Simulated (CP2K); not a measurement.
Fluoroallene has these distinct C atoms: C1 (bonded to C and 2 H), C2 (bonded to 2 C) and C3 (bonded to C, F and H).

```xyz
7

C    -1.3386    0.0510    0.0680
C    -0.0337   -0.0201   -0.0133
C     1.2682   -0.1206   -0.0967
F     2.1003    0.9065    0.2901
H    -1.9448    0.4294   -0.7591
H    -1.8702   -0.2592    0.9716
H     1.8188   -0.9869   -0.4606
```

Their partial C K spectra (CP2K XAS_TDP, all-electron GAPW, PBEh(45%), aug-cc-pVDZ, TDA, GW2X-corrected core level, no relativity) are given in random order, each times the number of alike atoms.

Gaussian full width 0.5 eV, oscillator strength per eV, alike atoms added, rows of zeros left out:

```tsv
E (eV)	curve 1	curve 2	curve 3
286.50	0.007	0.000	0.000
286.75	0.048	0.002	0.000
287.00	0.088	0.027	0.000
287.25	0.042	0.085	0.000
287.50	0.020	0.069	0.000
287.75	0.074	0.014	0.000
288.00	0.089	0.001	0.000
288.25	0.027	0.000	0.000
288.50	0.002	0.000	0.000
289.50	0.000	0.000	0.010
289.75	0.000	0.000	0.063
290.00	0.000	0.003	0.105
290.25	0.000	0.010	0.069
290.50	0.000	0.010	0.044
290.75	0.000	0.007	0.015
291.00	0.000	0.007	0.001
291.25	0.000	0.002	0.000
291.50	0.000	0.001	0.000
291.75	0.001	0.007	0.000
292.00	0.005	0.024	0.000
292.25	0.008	0.024	0.000
292.50	0.005	0.013	0.001
292.75	0.002	0.007	0.006
293.00	0.002	0.003	0.010
293.25	0.003	0.002	0.007
293.50	0.003	0.008	0.011
293.75	0.002	0.024	0.012
294.00	0.002	0.034	0.011
294.25	0.004	0.036	0.014
294.50	0.011	0.027	0.006
294.75	0.014	0.012	0.004
295.00	0.015	0.006	0.007
295.25	0.016	0.004	0.012
295.50	0.011	0.003	0.030
295.75	0.003	0.001	0.058
296.00	0.001	0.001	0.038
296.25	0.001	0.008	0.010
296.50	0.002	0.012	0.004
296.75	0.005	0.006	0.003
297.00	0.005	0.011	0.010
297.25	0.002	0.029	0.021
297.50	0.001	0.025	0.022
297.75	0.003	0.028	0.010
298.00	0.007	0.028	0.009
298.25	0.015	0.010	0.015
298.50	0.028	0.005	0.027
298.75	0.023	0.002	0.024
299.00	0.006	0.001	0.029
299.25	0.003	0.002	0.028
299.50	0.009	0.003	0.009
299.75	0.017	0.014	0.002
300.00	0.013	0.035	0.003
300.25	0.004	0.025	0.017
300.50	0.002	0.010	0.028
300.75	0.001	0.024	0.015
```

Q: Which curve belongs to which atom?

Curve 1: C2 (bonded to 2 C), leading line at 286.99 eV (f = 0.047 an atom), ionisation energy 292.78 eV, term value 5.79 eV. Curve 2: C1 (bonded to C and 2 H), leading line at 287.34 eV (f = 0.050 an atom), ionisation energy 293.07 eV, term value 5.73 eV. Curve 3: C3 (bonded to C, F and H), leading line at 289.96 eV (f = 0.054 an atom), ionisation energy 294.81 eV, term value 4.85 eV. The leading line of an atom is its first one with 35 % of the strongest within 2.5 eV of its lowest line over the strength cut. A line lies at the core ionisation energy, which rises as an atom loses charge to its neighbours or to a π system, less the term value, which is large for a low π* or σ* orbital with weight on that atom.

[Banner, clock and machine lines of the logs are left out without a mark of their own.]

[Logs are printed without paths, hosts, clocks, repeated set-up lines and the standing remarks that a program may print on its own settings, such as how far it seeks lower states.]

[Hosts, paths, dates, database ids (printed as entryN), source tags and the programs' standing remarks are cut or masked in the printed files.]
